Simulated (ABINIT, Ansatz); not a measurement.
# Lattice dynamics of Zr (Zirconium) in two programs, part 2 of 4

Aim: the phonon dispersion of Zr (Zirconium), checked by a second program.

ABINIT 10.8.3; DFT PBE, scalar-relativistic, plane waves, PseudoDojo norm-conserving pseudopotentials.

So far. Step 3 (Relaxation): The volume changes by +0.6 % in this run and stands +0.6 % from the first cell. Step 4 (Ground state): The cell stands at -0.46 GPa: the relaxation ran with a smoothed and higher cutoff, and the difference is a stress of the finite basis. The relaxed cell has a = 3.232, c = 5.179 Å (conventional setting).

## 5. Linear response at Γ

At q = 0 one unit cell holds all displacements. The response is solved for single atoms along the cell's directions, and symmetry skips those that follow from others. The crystal is treated as a metal, which screens a static field, so no field response is asked.

Contents of dfpt_gamma.abi:

```

# common to the responses
getwfk_filepath "gso_WFK"
kptopt 2
nqpt 1
qpt 0.0 0.0 0.0
asr 0
chneut 0

# displacements
rfphon 1
rfatpol 1 2
rfdir 1 1 1
tolvrs 1.0d-10
prtwf 0
prtpot 1

# basis, mesh and filling
ecut 29.0
ngkpt 12 12 6
nshiftk 1
shiftk 0.0 0.0 0.0
istwfk *1
occopt 7
tsmear 0.01
nband 19
nstep 100
diemac 1000000.0
prtebands 0
prtgsr 0

# cell and atoms
acell 3*1.0 Angstrom
rprim 
    3.232401753 0.0 0.0
    -1.616200876 2.799342033 0.0
    0.0 0.0 5.178719101
ntypat 1
znucl 40
natom 2
typat 1 1
xred 
    1/3 2/3 0.25
    2/3 1/3 0.75
pp_dirpath "./pseudo"
pseudos "Zr.upf"
```

The run is started by

```bash
$ OMP_NUM_THREADS=1 mpirun -n 16 abinit dfpt_gamma.abi > dfpt_gamma.log
```

Numbers of over 12 decimals in the logs are rounded to 6 here.

dfpt_gamma.abo, the main output file:

```text
[banners, grids, parts of the stress and lines that vanish by symmetry left out]
- input  file    -> dfpt_gamma.abi
- output file    -> dfpt_gamma.abo
- root for input  files -> dfpt_gammai
- root for output files -> dfpt_gammao

 Symmetries : space group P6_3/m m c (#194); Bravais hP (primitive hexag.)
================================================================================
 Values of the parameters that define the memory need of the present run (RF).
     intxc =       0      iscf =       7    lmnmax =       6     lnmax =       6
     mgfft =      48  mpssoang =       3    mqgrid =    3001     natom =       2
  nloc_mem =       1    nspden =       1   nspinor =       1    nsppol =       1
      nsym =      24    n1xccc =    2501    ntypat =       1    occopt =       7
   xclevel =       2
-    mband =          19        mffmem =           1         mkmem =          28
-   mkqmem =          28        mk1mem =          28           mpw =        2406
      nfft =       43200          nkpt =         436
- my_mband =          19
================================================================================
================================================================================

--------------------------------------------------------------------------------
------------- Echo of variables that govern the present computation ------------
--------------------------------------------------------------------------------
-
- outvars: echo of selected default values
-   iomode0 =  0 , fftalg0 =312 , wfoptalg0 =  0
-
- outvars: echo of global parameters not present in the input file
-  max_nthreads =    1
-
 -outvars: echo values of preprocessed input variables
 [... echo left out ...]
================================================================================

 chkinp: Checking input parameters for consistency.

[...]
== DATASET  1 ==================================================================
-   mpi_nproc: 16, omp_nthreads: 1 (-1 if OMP is not activated)

--- !DatasetInfo
iteration_state: {dtset: 1, }
dimensions: {natom: 2, nkpt: 436, mband: 19, nsppol: 1, nspinor: 1, nspden: 1, mpw: 2406, }
cutoff_energies: {ecut:  29.0, pawecutdg:  -1.0, }
electrons: {nelect:   2.40000000E+01, charge:   0.00000000E+00, occopt:   7.00000000E+00, tsmear:   1.00000000E-02, }
meta: {optdriver: 1, rfphon: 1, }
...

 mkfilename: getwfk from: gso_WFK

 Real(R)+Recip(G) space primitive vectors, cartesian coordinates (Bohr,Bohr^-1):
 R(1)=  6.1083540  0.0000000  0.0000000  G(1)=  0.1637102  0.0945181  0.0000000
 R(2)= -3.0541770  5.2899898  0.0000000  G(2)=  0.0000000  0.1890363  0.0000000
 R(3)=  0.0000000  0.0000000  9.7863608  G(3)=  0.0000000  0.0000000  0.1021830
 Unit cell volume ucvol=  3.1622795E+02 bohr^3
 Angles (23,13,12)=  9.00000000E+01  9.00000000E+01  1.20000000E+02 degrees
 setup1 : take into account q-point for computing boxcut.

 getcut: wavevector=  0.0000  0.0000  0.0000  ngfft=  30  30  48
         ecut(hartree)=     29.000   => boxcut(ratio)=   2.02328

--- Pseudopotential description ------------------------------------------------
- pspini: atom type   1  psp file is ./pseudo/Zr.upf

   9.02339628E+02                                ecore*ucvol(ha*bohr**3)
--------------------------------------------------------------------------------

 ==>  initialize data related to q vector <==

 The list of irreducible perturbations for this q vector is:
    1)    idir= 1    ipert=   1
    2)    idir= 3    ipert=   1

[...]
The perturbation idir=   2  ipert=   1 is
 symmetric of a previously calculated perturbation.
 So, its SCF calculation is not needed.

 The perturbation idir=   1  ipert=   2 is
 symmetric of a previously calculated perturbation.
 So, its SCF calculation is not needed.

 The perturbation idir=   2  ipert=   2 is
 symmetric of a previously calculated perturbation.
 So, its SCF calculation is not needed.

 The perturbation idir=   3  ipert=   2 is
 symmetric of a previously calculated perturbation.
 So, its SCF calculation is not needed.

--------------------------------------------------------------------------------
 Perturbation wavevector (in red.coord.)   0.000000  0.000000  0.000000
 Perturbation : displacement of atom   1   along direction   1
 Found     2 symmetries that leave the perturbation invariant.

[...]
dfpt_looppert : total number of electrons, from k and k+q
  fully or partially occupied states are    2.400000E+01 and    2.400000E+01.
 Initialisation of the first-order wave-functions :
  ireadwf=   0

--- !BeginCycle
iteration_state: {dtset: 1, }
solver: {iscf: 7, nstep: 100, nline: 4, wfoptalg: 0, }
tolerances: {tolvrs: 1.00E-10, }
...

     iter   2DEtotal(Ha)        deltaE(Ha) residm    vres2
-ETOT  1  0.792985     -1.526E+03 4.130E+00 1.120E+02
 ETOT  2  0.306266     -4.867E-01 5.961E-01 3.695E+00
 ETOT  3  0.303480     -2.785E-03 7.631E-02 3.095E-01
 ETOT  4  0.303279     -2.009E-04 1.840E-01 1.110E-02
 ETOT  5  0.303273     -6.373E-06 6.907E-02 4.893E-03
[...]
At SCF step   10       vres2   =  8.56E-12 < tolvrs=  1.00E-10 =>converged.
[...]
Mean square residual over all n,k,spin=   37.585E-06; max=  46.586E-03

 Thirteen components of 2nd-order total energy (hartree) are
 1,2,3: 0th-order hamiltonian combined with 1st-order wavefunctions
     kin0=   1.14782801E+03 eigvalue=   1.20777707E+02  local=  -9.13760748E+02
 4,5,6: 1st-order hamiltonian combined with 1st and 0th-order wfs
 loc psp =  -1.52797997E+03  Hartree=   3.81198015E+02     xc=  -1.08366373E+02
 note that "loc psp" includes a xc core correction that could be resolved
 7,8,9: eventually, occupation + non-local contributions
    edocc=   1.79355513E+02     enl0=   7.19545232E+02   enl1=  -1.52517475E+03
 1-9 gives the relaxation energy (to be shifted if some occ is /=2.0)
   erelax=  -1.52657736E+03
 10,11,12 Non-relaxation  contributions : frozen-wavefunctions and Ewald
 fr.local=   7.70832903E+02 fr.nonlo=   7.62029855E+02  Ewald=   1.06600635E+01
 13,14 Frozen wf xc core corrections (1) and (2)
 frxc 1  =  -1.34215965E+02  frxc 2 =   1.17573773E+02
 Resulting in :
 2DEtotal=    0.3032718386E+00 Ha. Also 2DEtotal=    0.825244713686E+01 eV
    (2DErelax=   -1.5265773582E+03 Ha. 2DEnonrelax=    1.5268806300E+03 Ha)
    (  non-var. 2DEtotal :    3.0327075188E-01 Ha)

[...]
Perturbation wavevector (in red.coord.)   0.000000  0.000000  0.000000
 Perturbation : displacement of atom   1   along direction   3
 Found     6 symmetries that leave the perturbation invariant.

--------------------------------------------------------------------------------

--------------------------------------------------------------------------------

 dfpt_looppert : total number of electrons, from k and k+q
  fully or partially occupied states are    2.400000E+01 and    2.400000E+01.
 Initialisation of the first-order wave-functions :
  ireadwf=   0

--- !BeginCycle
iteration_state: {dtset: 1, }
solver: {iscf: 7, nstep: 100, nline: 4, wfoptalg: 0, }
tolerances: {tolvrs: 1.00E-10, }
...

     iter   2DEtotal(Ha)        deltaE(Ha) residm    vres2
-ETOT  1   17.395954048113     -4.341E+03 8.780E+00 5.948E+04
[...]
ETOT 10   3.857855      8.185E-12 3.603E-01 1.201E-10
 ETOT 11   3.857855     -7.185E-11 1.312E-01 4.099E-12

 At SCF step   11       vres2   =  4.10E-12 < tolvrs=  1.00E-10 =>converged.
[...]
Mean square residual over all n,k,spin=   17.169E-05; max=  13.123E-02

 Thirteen components of 2nd-order total energy (hartree) are
 1,2,3: 0th-order hamiltonian combined with 1st-order wavefunctions
     kin0=   3.01873834E+03 eigvalue=   3.09260135E+02  local=  -2.39149126E+03
 4,5,6: 1st-order hamiltonian combined with 1st and 0th-order wfs
 loc psp =  -4.83902014E+03  Hartree=   1.42565361E+03     xc=  -2.85441451E+02
 note that "loc psp" includes a xc core correction that could be resolved
 7,8,9: eventually, occupation + non-local contributions
    edocc=   4.36197237E+02     enl0=   1.84211225E+03   enl1=  -3.87103760E+03
 1-9 gives the relaxation energy (to be shifted if some occ is /=2.0)
   erelax=  -4.35502887E+03
 10,11,12 Non-relaxation  contributions : frozen-wavefunctions and Ewald
 fr.local=   1.97256414E+03 fr.nonlo=   1.93484014E+03  Ewald=   4.93318131E+02
 13,14 Frozen wf xc core corrections (1) and (2)
 frxc 1  =  -3.44788544E+02  frxc 2 =   3.02952853E+02
 Resulting in :
 2DEtotal=    0.3857854677E+01 Ha. Also 2DEtotal=    0.104977573689E+03 eV
    (2DErelax=   -4.3550288678E+03 Ha. 2DEnonrelax=    4.3588867225E+03 Ha)
    (  non-var. 2DEtotal :    3.8578549726E+00 Ha)

[...]
---- first-order wavefunction calculations are completed ----

 ==> Compute Derivative Database <==

 [... matrices left out ...]
  Phonon wavevector (reduced coordinates) :  0.00000  0.00000  0.00000
 Phonon energies in Hartree :
  -1.796802E-05  1.204537E-05  1.204537E-05  3.129084E-04  3.129084E-04
   6.962685E-04
 Phonon frequencies in cm-1    :
- -3.943524E+00  2.643654E+00  2.643654E+00  6.867545E+01  6.867545E+01
-  1.528133E+02

== END DATASET(S) ==============================================================
================================================================================

 -outvars: echo values of variables after computation
            acell      1.8897261259E+00  1.8897261259E+00  1.8897261259E+00 Bohr
           etotal      3.8578546767E+00
            fcart      0.0000000000E+00  0.0000000000E+00  0.0000000000E+00
           strten      0.0000000000E+00  0.0000000000E+00  0.0000000000E+00
================================================================================
```

The job ended after 41 s (16 MPI ranks of Arm Neoverse V1, shared host; 11 min of CPU time).

Read from the output:

| Item | Value |
| --- | --- |
| largest acoustic frequency at the zone centre before the sum rule | -3.94 cm⁻¹ |
| highest optical zone-centre mode (no LO-TO term) | 152.8 cm⁻¹ |
| lowest optical zone-centre mode | 68.68 cm⁻¹ |

The acoustic modes at Γ come out as far as 3.9 cm⁻¹ from zero, where they should vanish, a small numerical error.

## 6. Phonons on a q mesh

Linear response treats each wavevector of the 3×3×2 mesh in the unit cell; the first-order potentials are kept for the electron-phonon matrix elements.

Contents of dfpt_q.abi:

```
ndtset 5

# wavevectors
qpt1 0.3333333333 0.0 0.0
qpt2 0.3333333333 0.3333333333 0.0
qpt3 0.0 0.0 0.5
qpt4 0.3333333333 0.0 0.5
qpt5 0.3333333333 0.3333333333 0.5

# displacements
getwfk_filepath "gso_WFK"
getwfq_filepath "gso_WFK"
kptopt 3
nqpt 1
rfphon 1
rfatpol 1 2
rfdir 1 1 1
tolvrs 1.0d-10
prtwf 0
prtpot 1

# basis, mesh and filling
ecut 29.0
ngkpt 12 12 6
nshiftk 1
shiftk 0.0 0.0 0.0
istwfk *1
occopt 7
tsmear 0.01
nband 19
nstep 100
diemac 1000000.0
prtebands 0
prtgsr 0

# cell and atoms
acell 3*1.0 Angstrom
rprim 
    3.232401753 0.0 0.0
    -1.616200876 2.799342033 0.0
    0.0 0.0 5.178719101
ntypat 1
znucl 40
natom 2
typat 1 1
xred 
    1/3 2/3 0.25
    2/3 1/3 0.75
pp_dirpath "./pseudo"
pseudos "Zr.upf"
```

The run is started by

```bash
$ OMP_NUM_THREADS=1 mpirun -n 16 abinit dfpt_q.abi > dfpt_q.log
```

dfpt_q.abo, the main output file:

```text
[banners, grids, parts of the stress and lines that vanish by symmetry left out]
- input  file    -> dfpt_q.abi
- output file    -> dfpt_q.abo
- root for input  files -> dfpt_qi
[...]
DATASET    1 : space group P6_3/m m c (#194); Bravais hP (primitive hexag.)
[...]
nfft =       43200          nkpt =         864
[...]
DATASET    2 : space group P6_3/m m c (#194); Bravais hP (primitive hexag.)
[...]
nfft =       43200          nkpt =         864
[...]
DATASET    3 : space group P6_3/m m c (#194); Bravais hP (primitive hexag.)
[...]
nfft =       43200          nkpt =         864
[...]
DATASET    4 : space group P6_3/m m c (#194); Bravais hP (primitive hexag.)
[...]
nfft =       43200          nkpt =         864
[...]
DATASET    5 : space group P6_3/m m c (#194); Bravais hP (primitive hexag.)
[...]
nfft =       43200          nkpt =         864
[...]
== DATASET  1 ==================================================================
[...]
cutoff_energies: {ecut:  29.0, pawecutdg:  -1.0, }
[...]
Perturbation : displacement of atom   1   along direction   1
[...]
-ETOT  1   24.540896176251     -1.707E+03 5.171E+00 2.263E+05
 ETOT  2   77.737188229741      5.320E+01 9.173E+00 7.648E+05
 ETOT  3   3.180763     -7.456E+01 2.213E+00 5.681E+03
 ETOT  4   2.667477     -5.133E-01 1.046E+01 3.611E+02
 ETOT  5   2.550460     -1.170E-01 3.059E+00 9.757E+00
[...]
At SCF step   13       vres2   =  4.89E-11 < tolvrs=  1.00E-10 =>converged.
[...]
Perturbation : displacement of atom   1   along direction   2
[...]
-ETOT  1   1.935444     -1.550E+03 4.136E+00 8.745E+01
[...]
At SCF step   13       vres2   =  5.87E-11 < tolvrs=  1.00E-10 =>converged.
[...]
Perturbation : displacement of atom   1   along direction   3
[...]
-ETOT  1   11.035653746868     -4.154E+03 9.114E+00 1.746E+04
[...]
At SCF step   14       vres2   =  9.27E-11 < tolvrs=  1.00E-10 =>converged.
[...]
Phonon wavevector (reduced coordinates) :  0.33333  0.00000  0.00000
 Phonon energies in Hartree :
[...]
Phonon frequencies in cm-1    :
-  5.924296E+01  6.798961E+01  1.384132E+02  1.410015E+02  1.560157E+02
-  1.591979E+02
[...]
== DATASET  2 ==================================================================
[...]
cutoff_energies: {ecut:  29.0, pawecutdg:  -1.0, }
[...]
- 40.00000  12.00000  171031                  znucl, zion, pspdat
[...]
Perturbation : displacement of atom   1   along direction   1
[...]
-ETOT  1   5.927706     -1.676E+03 4.183E+00 1.013E+04
[...]
At SCF step   12       vres2   =  4.96E-12 < tolvrs=  1.00E-10 =>converged.
[...]
Perturbation : displacement of atom   1   along direction   3
[...]
-ETOT  1   11.145214241000     -4.101E+03 8.508E+00 9.721E+03
[...]
ETOT 11   7.145606      2.365E-11 4.538E+00 2.048E-10
 ETOT 12   7.145606     -6.912E-11 3.582E+00 1.846E-12
 At SCF step   12       vres2   =  1.85E-12 < tolvrs=  1.00E-10 =>converged.
[...]
Phonon wavevector (reduced coordinates) :  0.33333  0.33333  0.50000
 Phonon energies in Hartree :
[...]
Phonon frequencies in cm-1    :
-  6.734871E+01  6.734871E+01  1.671553E+02  1.671553E+02  1.728914E+02
-  1.728914E+02
[...]
strten3     0.0000000000E+00  0.0000000000E+00  0.0000000000E+00
           
================================================================================
```

Elapsed: 15 min, on 16 MPI ranks.

This step gave:

```
lowest mode on the q mesh (acoustic ones at the zone centre apart) : 50.43 cm⁻¹
```

Frequencies (cm⁻¹) before the sum rule at the irreducible wavevectors but Γ, which is solved apart; negative means imaginary. Frequencies by wavevector:

```csv
q (fractions),star,mode 1,mode 2,mode 3,mode 4,mode 5,mode 6
0.3333 0 0,6,59.24,67.99,138.4,141,156,159.2
0.3333 0.3333 0,2,120.3,120.3,135.8,135.8,142.6,195.6
0 0 0.5,1,50.43,50.43,50.43,50.43,132.8,132.8
0.3333 0 0.5,6,103.8,103.8,110.2,110.2,166.1,166.1
0.3333 0.3333 0.5,2,67.35,67.35,167.2,167.2,172.9,172.9
```

[end of part 2 of 4]

[Host names and launcher messages were left out of these logs when they were recorded.]

[Logs are printed without paths, hosts, clocks, repeated set-up lines and the standing remarks that a program may print on its own settings, such as how far it seeks lower states.]

[Hosts, paths, dates, database ids (printed as entryN), source tags and the programs' standing remarks are cut or masked in the printed files.]
